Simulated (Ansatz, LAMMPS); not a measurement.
# Relaxing ionic liquid ethylammonium Br- with Li salt, from a frame at 400 K (162 atoms), part 3 of 3

Aim: bring ionic liquid ethylammonium Br- with Li salt, from a frame at 400 K (162 atoms) to a nearby minimum of the energy and see what moves.

Ansatz 0.2.0; Kohn-Sham DFT, PBEsol, PAW (set soft_2), plane waves.

The cell: 26 C, 13 N, 104 H, 16 Br and 3 Li. The network of contacts between molecules at the start is that of the classical potential that made the cell. The functional has no dispersion term. The density was typed from a rule of thumb and may lie off the real one at this temperature. Only the Γ point is sampled, in a cell whose shortest periodic width is 12 Å.

So far, density (g/cm³): step 5 (local order after relaxation) 1.63.

**6. Single point at the relaxed geometry**

One more single point at the end of the walk gives the fuller output and checks the residual forces.

File input.yaml:

```yaml
crystal:
  lattice:
    - [12.44903, 0.0, 0.0]
    - [0.0, 12.44903, 0.0]
    - [0.0, 0.0, 12.44903]
  atoms:
    - { symbol: C, position: [0.13325, 0.1851, 0.28851] }
    - { symbol: C, position: [0.06874, 0.28475, 0.31138] }
    - { symbol: "N", position: [0.1074, 0.37908, 0.2493] }
    - { symbol: H, position: [0.12917, 0.16518, 0.20228] }
    - { symbol: H, position: [0.09818, 0.11656, 0.33239] }
    - { symbol: H, position: [0.21799, 0.19451, 0.31238] }
    - { symbol: H, position: [0.98369, 0.27365, 0.28993] }
    - { symbol: H, position: [0.06985, 0.30759, 0.39696] }
    - { symbol: H, position: [0.04581, 0.43767, 0.25197] }
    - { symbol: H, position: [0.1237, 0.36107, 0.1688] }
    - { symbol: H, position: [0.17946, 0.41104, 0.28054] }
    - { symbol: C, position: [0.38658, 0.51063, 0.68709] }
    - { symbol: C, position: [0.27351, 0.47079, 0.66975] }
    - { symbol: "N", position: [0.22389, 0.52133, 0.57368] }
    - { symbol: H, position: [0.38844, 0.59861, 0.69664] }
    - { symbol: H, position: [0.43975, 0.48937, 0.61945] }
    - { symbol: H, position: [0.42022, 0.47513, 0.76067] }
    - { symbol: H, position: [0.27145, 0.38299, 0.65862] }
    - { symbol: H, position: [0.22164, 0.48991, 0.73886] }
    - { symbol: H, position: [0.26254, 0.49848, 0.50174] }
    - { symbol: H, position: [0.23139, 0.6054, 0.57694] }
    - { symbol: H, position: [0.14191, 0.49965, 0.56941] }
    - { symbol: C, position: [0.1067, 0.69806, 0.32093] }
    - { symbol: C, position: [0.05752, 0.73002, 0.21469] }
    - { symbol: "N", position: [0.94095, 0.7515, 0.22806] }
    - { symbol: H, position: [0.1915, 0.67515, 0.31103] }
    - { symbol: H, position: [0.06364, 0.62833, 0.35472] }
    - { symbol: H, position: [0.10226, 0.76466, 0.37897] }
    - { symbol: H, position: [0.09403, 0.80334, 0.18137] }
    - { symbol: H, position: [0.06496, 0.66622, 0.15387] }
    - { symbol: H, position: [0.9034, 0.67962, 0.25197] }
    - { symbol: H, position: [0.90703, 0.77762, 0.15477] }
    [... 124 atom lines left out ...]
    - { symbol: Br, position: [0.29455, 0.77699, 0.55791] }
    - { symbol: Br, position: [0.87994, 0.49828, 0.27725] }
    - { symbol: Br, position: [0.9869, 0.15669, 0.01005] }
    - { symbol: Li, position: [0.9688, 0.97933, 0.90666] }
    - { symbol: Li, position: [0.82484, 0.02295, 0.52962] }
    - { symbol: Li, position: [0.83557, 0.41463, 0.45642] }
kpoints:
  mp_grid: { grid: [1, 1, 1] }
hamiltonian:
  xc: pbesol
scf:
  occupations: { method: fixed }
output:
  forces: true
  stress: true
  populations: true
  dos:
    method: { smearing: { sigma: 0.1 } }
    de: 0.1
    projected: { site_lists: { Br: [Br], C: [C], H: [H], Li: [Li], "N": ["N"] } }
  eigenvalues: true
  write_density: true
  write_potential: true
  volumetric_format: npy
  elf: true
```

The run is started by

```console
ansatz run input.yaml --threads 4 --pin off --max-ram 8192MiB --backend cpu --events-out ev --progress --plain --runs-dir out
```

Numbers of over 12 decimals in the logs are rounded to 6 here.

Output:

```text
[...]
Crystal: 162 atoms, lattice volume = 1929.330 Å³
Basis set: ecut = 420 eV, 37561 PW (Γ), exchange–correlation on 180×180×180 points (8 copies of the dense FFT grid, shifted against one another)
Bands: 359, of which v1, the nominal top of the filled ones, is band 197 counted from 1 (196 counted from 0)
Symmetry: 1 space group operations
[...]
k-points: 1
[...]
SCF iter   1: F=—  HF=-57416.124421 eV  |F-HF|=—  |Δ(HF+E_count)|=         —  Δρ=4.79e-3  dr2=6.16e-1  ethr=1.77e-3  ⟨swp⟩=5.0  Hψ=1308  notcnv=0  defer=159
[...]
SCF iter   9: F=-57415.967490 eV  HF=-57415.967490 eV  |F-HF|=8.45e-9  |Δ(HF+E_count)|=   1.41e-7  Δρ=1.05e-6  dr2=2.21e-8  ethr=2.54e-11  ⟨swp⟩=24.0  Hψ=3796  notcnv=0
SCF 1 converged in 9 iterations: F = -57415.967490 eV  dr2 = 2.21e-8
[...]
WARN: The input density's exchange-correlation potential varies sharply where the density is thin. Do not read a vacuum level from v_tot or v_xc, or from such a field of the output density. On a cell that repeats whose density bears no net charge and no dipole along the vacuum's axis use v_es (v_loc + v_h of the components); [...]
SCF converged after 9 iterations
Free energy (F): -57415.967490 eV
[...]
Internal energy: -57415.967490 eV  (E = F + TS)
E sigma→0 (E₀):  -57415.967490 eV
Fermi energy:    -0.585783 eV
[...]
--- Forces (eV/Å), atoms counted from 1 ---
  atom   1  C     -0.01038935    -0.00682428     0.00412187
  atom   2  C      0.01078646     0.00293093     0.00119874
  atom   3  N     -0.01045426     0.00469217     0.01432249
  atom   4  H      0.00044151     0.00027999     0.00174571
  atom   5  H      0.00426417     0.00310121    -0.00369241
  atom   6  H      0.00193712     0.00332895    -0.00231808
  atom   7  H     -0.00316632    -0.00519810    -0.00292987
  atom   8  H      0.00020765     0.00057150     0.00190459
  atom   9  H      0.00472665     0.00589450    -0.00688020
  atom  10  H      0.00001533    -0.00043841    -0.00130173
  atom  11  H     -0.00291317    -0.00649207    -0.00477321
  atom  12  C      0.00125881     0.00414111     0.00412770
  atom  13  C     -0.00122910     0.00098302     0.00021462
  atom  14  N      0.01064216    -0.00332972     0.00083857
[...]
atom 161  Li    -0.00315391     0.00061751     0.00053449
  atom 162  Li     0.00237897    -0.00172204     0.00567145
  max |Σ_I F_I| component: 1.13e-4 eV/Å
--- Stress (GPa, compression-positive) ---
        0.126338      -0.091496       0.036595
       -0.091497       0.069596       0.190891
        0.036595       0.190892      -0.096277
  P = ⅓ Tr σ = 0.0332 GPa (0.332 kbar)
--- Band table (eV) ---
[...]
--- Löwdin populations: 162 sites ---
  site symbol       q [e]
     0      C      4.4749
     1      C      4.1642
     2      N      5.3502
[...]
161     Li      2.3846
  spilling = 0.010417 (of n_electrons = 394.000000)
```

Elapsed: 22 s, on 4 threads of Intel Xeon Platinum 8488C (Sapphire Rapids), shared host; peak memory 2.4 GiB.

The program notes that the exchange-correlation potential is rough where the density is thin.

The run gave:

```
free energy                                      : -57415.9675 eV
free energy per atom                             : -354.4196 eV/atom
SCF cycles                                       : 9
pressure                                         : 0.03322 GPa
r.m.s. force component                           : 0.0071 eV/Å
longest force                                    : 0.05307 eV/Å
Fermi energy                                     : -0.5858 eV
gap (highest filled to lowest empty level) : 4.436 eV
spilling of the projection                       : 0.01042
```

Löwdin charges by element and coordination (they lack the spilled electrons, 0.025 e an atom on average):

```csv
element,coordination,atoms,mean charge (e),spread,least,most
Br,all,16,-0.598,0.0283,-0.639,-0.547
Br,0,6,-0.600,0.0249,-0.63,-0.565
Br,1,8,-0.596,0.0277,-0.638,-0.547
Br,2,2,-0.601,0.0381,-0.639,-0.563
C,all,26,-0.323,0.155,-0.483,-0.162
H,all,104,0.238,0.0532,0.176,0.343
Li,all,3,0.612,0.0022,0.611,0.615
N,all,13,-0.345,0.0049,-0.351,-0.335
```

States in the cell by windows of 1 eV, zero at the Fermi level; the larger projections on atomic orbitals stand beside the total:

```csv
from (eV),to (eV),total,H s,Br p,C p,N p,C s,Br s
-14,-13,21.6,5.5,0.0,1.4,1.6,10.1,1.6
-13,-12,36.4,2.8,0.0,0.6,0.7,3.3,27.9
-12,-11,0.0,0.0,0.0,0.0,0.0,0.0,0.0
-11,-10,10.8,3.2,0.0,1.7,1.9,3.5,0.1
-10,-9,15.2,4.6,0.0,2.4,2.8,4.9,0.1
-9,-8,15.8,4.1,0.2,2.3,8.6,0.1,0.2
-8,-7,36.2,9.2,0.4,4.7,20.2,0.5,0.6
-7,-6,21.8,4.4,0.1,9.1,7.1,0.6,0.1
-6,-5,17.4,5.2,0.1,8.7,2.9,0.1,0.0
-5,-4,18.9,5.7,0.2,10.9,1.7,0.0,0.0
-4,-3,52.7,16.9,1.1,31.1,2.6,0.1,0.1
-3,-2,19.2,8.8,0.7,9.3,0.2,0.0,0.0
-2,-1,21.3,0.5,18.8,0.4,0.6,0.0,0.0
-1,0,72.4,1.1,66.8,1.3,2.1,0.2,0.0
0,1,2.3,0.0,2.2,0.0,0.0,0.0,0.0
1,4,0.0,0.0,0.0,0.0,0.0,0.0,0.0
4,5,2.1,0.8,0.0,0.2,0.0,0.2,0.1
```

With fixed occupations the program's Fermi level is the highest filled level; weight inside the gap is the broadening of levels at its edges.

Between -26 and -14 eV lie 26 more states.

The levels nearest the highest filled one (over half full), pooled over k-points and spins:

```csv
level less the highest filled one (eV),occupation
-0.172,2
-0.143,2
-0.103,2
-0.0809,2
-0.0303,2
0,2
4.44,0
5.13,0
5.28,0
5.38,0
5.46,0
5.51,0
```

Electrostatic potential energy in the ac plane at fractional y = 0.014, with atoms of H and C and Br and Li within 0.2 Å of it. With pseudopotentials it is smooth inside the atoms' cores, unlike the true potential.

Values in eV, 13 rows by 16 columns, each cell a mean:
```
  0   5   5   3   3   0 -19   2   4   4   5   5   5   5   2  -6
 -1   4   3   3   4   4   3   4  -8 -11   4   5   6   5   1 -11
  4   5   4   5   5   5   4   3   3   3   4   5   5  -6 -11   2
  5   3   2   4   5   4  -5 -14   3   4   5   6   2 -29 -33  -6
  1  -5  -9   0   2   4   2   0   3   5   5   6   4  -6 -10   3
  3  -1 -16  -8   1   4   4   4   5   5   5   4  -4 -15   1   4
  5   4  -2   2   4   4   4   5   4   5   5   4  -5 -16   0   3
  2   5   4   4   5   3   2   3   3   4   5   5   4   4   0 -11
  4   6   5   5   5   5   4   4   4   5  -3  -6   5   6   4   1
  6   6   5   5   5   5   4   4   4   3 -15 -18   2   1   4   6
  6   6   5   5   1  -6  -9   4   4  -6 -17 -19 -25 -20  -2   5
  6   6   5   1 -17 -27  -3   4   5   4   4   1 -20   0   5   6
  5   6   5   4   2  -2  -1   4   5   5   5   4  -2   4   5   5
```
Columns run along a (12.4 Å; values clipped at the 3rd and 97th percentile), rows up along c (12.4 Å). Atoms in or near the plane, at fractional coordinates: H at (0.56, 0.88), H at (0.44, 0.71), H at (0.38, 0.16), H at (0.40, 0.96), C at (0.68, 0.22), H at (0.69, 0.31), H at (0.85, 0.20), H at (0.78, 0.08), Br at (0.88, 0.72), Li at (0.82, 0.53).

Valence density in the ac plane at fractional y = 0.014, with atoms of H and C and Br and Li within 0.2 Å of it. It is the smooth field of the valence electrons, not physical close to the nuclei.

Ten steps, logarithmic in the rise over the least value, from '0' (0.0 e/Å³) to '9' (4.5 e/Å³), each cell a mean:
```
11111222212357752101100000000000112
31122333221245532124421000000000256
31123443321111211257753100000011256
11123333210000001246653210001222222
11112222100000011123333210123455532
11011111000001233211111111235666653
21123221000012466421000001246645664
22345432110012465421000000135666653
23567754432101122211000001123455432
23467776543100000000011111112332211
11245665432100000000112222148951111
11124554310000000000112221159962222
32113443100012221221111111113423444
53211111000123333332110000001134566
53210000000012333322101111000134566
42110000000001122211012443100123454
21000000000000111110124675311111222
00000000000000000001246776433321110
00000000011222210002467887666663100
00000001234566521002467777777764100
00000012467777531001234445677542100
00000013577775420000001124676421000
10000012355655321000000012454210011
11000001123456531000000000121101111
```
Columns run along a (12.4 Å), rows up along c (12.4 Å). Atoms in or near the plane, at fractional coordinates: H at (0.56, 0.88), H at (0.44, 0.71), H at (0.38, 0.16), H at (0.40, 0.96), C at (0.68, 0.22), H at (0.69, 0.31), H at (0.85, 0.20), H at (0.78, 0.08), Br at (0.88, 0.72), Li at (0.82, 0.53).

Mean Löwdin charges: Br -0.60, C -0.32, H +0.24, Li +0.61, N -0.34 e (they miss 1.0 % of the electrons, so they add up to more than the cell's charge). The largest share in the top eV of filled states is Br p (93 % of the projected weight), and in the lowest eV of empty states H s (51 % of the projected weight).

A closer look about H129, picked at random: 9 atoms, nearest first, numbered in the order of the input, with positions taken from that point.

```csv
atom,x,y,z,distance (Å),bonds,Löwdin charge (e)
H129,0.00,0.00,0.00,0.00,1,0.19
C123,-1.08,0.04,-0.23,1.10,4,-0.17
H128,-1.21,-0.06,-1.32,1.79,1,0.20
N124,-1.71,-1.15,0.37,2.09,4,-0.33
C122,-1.69,1.32,0.28,2.16,4,-0.47
H130,-1.52,-1.22,1.41,2.41,1,0.29
H131,-1.32,-2.02,-0.05,2.41,1,0.32
H126,-1.17,2.18,-0.16,2.48,1,0.20
H127,-1.60,1.40,1.37,2.53,1,0.19
```

The column of bonds counts only the pairs H-C within 1.34 Å, H-N within 1.27 Å, C-C within 1.85 Å, C-N within 1.79 Å, Br-Li within 3.02 Å; other neighbours, such as metal atoms beside each other in a compound, aren't counted, and periodic images can show an atom twice.

**7. Other settings**

Changed here: scf.occupations.method = "fermi_dirac" and scf.occupations.width = 0.005.

input.yaml, as its differences from that of step 6:

```diff
@@ -6,3 +6,3 @@
   atoms:
-    [... the 162 atom lines of step 6 ...]
+    [... the 162 atom lines of step 3 ...]
 kpoints:
@@ -12,3 +12,3 @@
 scf:
-  occupations: { method: fixed }
+  occupations: { method: fermi_dirac, width: 0.005 }
 output:
@@ -22,5 +22 @@
   eigenvalues: true
-  write_density: true
-  write_potential: true
-  volumetric_format: npy
-  elf: true
```

Output:

```text
[...]
Crystal: 162 atoms, lattice volume = 1929.330 Å³
Basis set: ecut = 420 eV, 37561 PW (Γ), exchange–correlation on 180×180×180 points (8 copies of the dense FFT grid, shifted against one another)
Bands: 359, of which v1, the nominal top of the filled ones, is band 197 counted from 1 (196 counted from 0)
Symmetry: 1 space group operations
[...]
k-points: 1
[...]
SCF iter   1: F=—  HF=-57405.397591 eV  |F-HF|=—  |Δ(HF+E_count)|=         —  Δρ=4.94e-3  dr2=5.78e-1  ethr=1.77e-3  ⟨swp⟩=6.0  Hψ=1730  notcnv=0  defer=104
[...]
SCF iter   8: F=—  HF=-57405.247600 eV  |F-HF|=—  |Δ(HF+E_count)|=   2.27e-6  Δρ=3.24e-6  dr2=2.28e-7  ethr=4.21e-10  ⟨swp⟩=2.0  Hψ=395  notcnv=0  defer=158
SCF iter   9: F=-57405.247601 eV  HF=-57405.247601 eV  |F-HF|=2.88e-8  |Δ(HF+E_count)|=   2.79e-7  Δρ=1.05e-6  dr2=2.61e-8  ethr=2.54e-11  ⟨swp⟩=18.0  Hψ=2631  notcnv=0
SCF 1 converged in 9 iterations: F = -57405.247601 eV  dr2 = 2.61e-8
[...]
SCF converged after 9 iterations
Free energy (F): -57405.247601 eV
[...]
Internal energy: -57405.247601 eV  (E = F + TS)
E sigma→0 (E₀):  -57405.247601 eV
Fermi energy:    1.717040 eV
[...]
Σ components = -57405.247601   (vs F -57405.247601, Δ=0.00e0)
--- Forces (eV/Å), atoms counted from 1 ---
  atom   1  C     -0.13635249     0.35906333     1.56034862
  atom   2  C      3.51492392     0.66804588     0.85008183
  atom   3  N     -0.76274390    -0.18913851     0.84520855
  atom   4  H      0.20338753     0.10208566    -0.31915895
[...]
atom 162  Li     0.03020792    -0.00402579    -0.12825067
  max |Σ_I F_I| component: 1.27e-4 eV/Å
--- Stress (GPa, compression-positive) ---
        0.919098      -0.150339      -0.027230
       -0.150339       1.837357      -0.640121
       -0.027230      -0.640121       0.731466
  P = ⅓ Tr σ = 1.1626 GPa (11.626 kbar)
--- Band table (eV) ---
[...]
--- Löwdin populations: 162 sites ---
  site symbol       q [e]
     0      C      4.4518
     1      C      4.1610
     2      N      5.3600
[...]
161     Li      2.3803
  spilling = 0.011124 (of n_electrons = 394.000000)
```

Elapsed: 20 s, on 4 threads; peak memory 2.4 GiB; 71 s of CPU time.

Geometry and reference: those of the single point at the start.

Forces differ from those of the single point at the start by 0 meV/Å r.m.s., 0 % of their size. It took 1.0 times the reference's time (shared host, so rough). The change had no effect here: energy, forces and cycles are those of the reference.

**8. Results**

```
energy change in the relaxation                  : -66.17 meV/atom
r.m.s. displacement                              : 0.842 Å
largest displacement                             : 1.867 Å
free energy per atom                             : -354.4196 eV/atom
pressure                                         : 0.03322 GPa
r.m.s. force component                           : 0.0071 eV/Å
gap (highest filled to lowest empty level) : 4.436 eV
wall time of the 4 DFT runs                      : 6.1 min
```

Relaxation lowers the energy by 66.2 meV/atom and moves atoms by 0.84 Å r.m.s.; the r.m.s. force component goes from 0.97 to 0.0071 eV/Å, the pressure goes from 1.2 to 0.033 GPa, and the gap from 3.68 to 4.44 eV. By the final cutoffs no bond was broken or made. From the first step to the last the energy fell by 10.720 eV, and the largest move was 1.87 Å (H39). The Br-Li bonds change most in mean length: from 2.653 Å (spread 0.118) to 2.552 Å (spread 0.037). By these cutoffs 50 % of Br atoms have 1, all C atoms have 4, all H atoms have 1 and all Li atoms have 4 bonded neighbours. Between filled and empty levels lie 4.44 eV (at Γ alone); a semilocal functional tends to put such gaps too low. In a disordered cell it changes from sample to sample and from frame to frame.

**Limits.** The network of contacts between molecules at the start is that of the classical potential that made the cell; in DFT atoms moved by 0.84 Å r.m.s.

[Logs are printed without paths, hosts, clocks, repeated set-up lines and the standing remarks that a program may print on its own settings, such as how far it seeks lower states.]

[Hosts, paths, dates, database ids (printed as entryN), source tags and the programs' standing remarks are cut or masked in the printed files.]
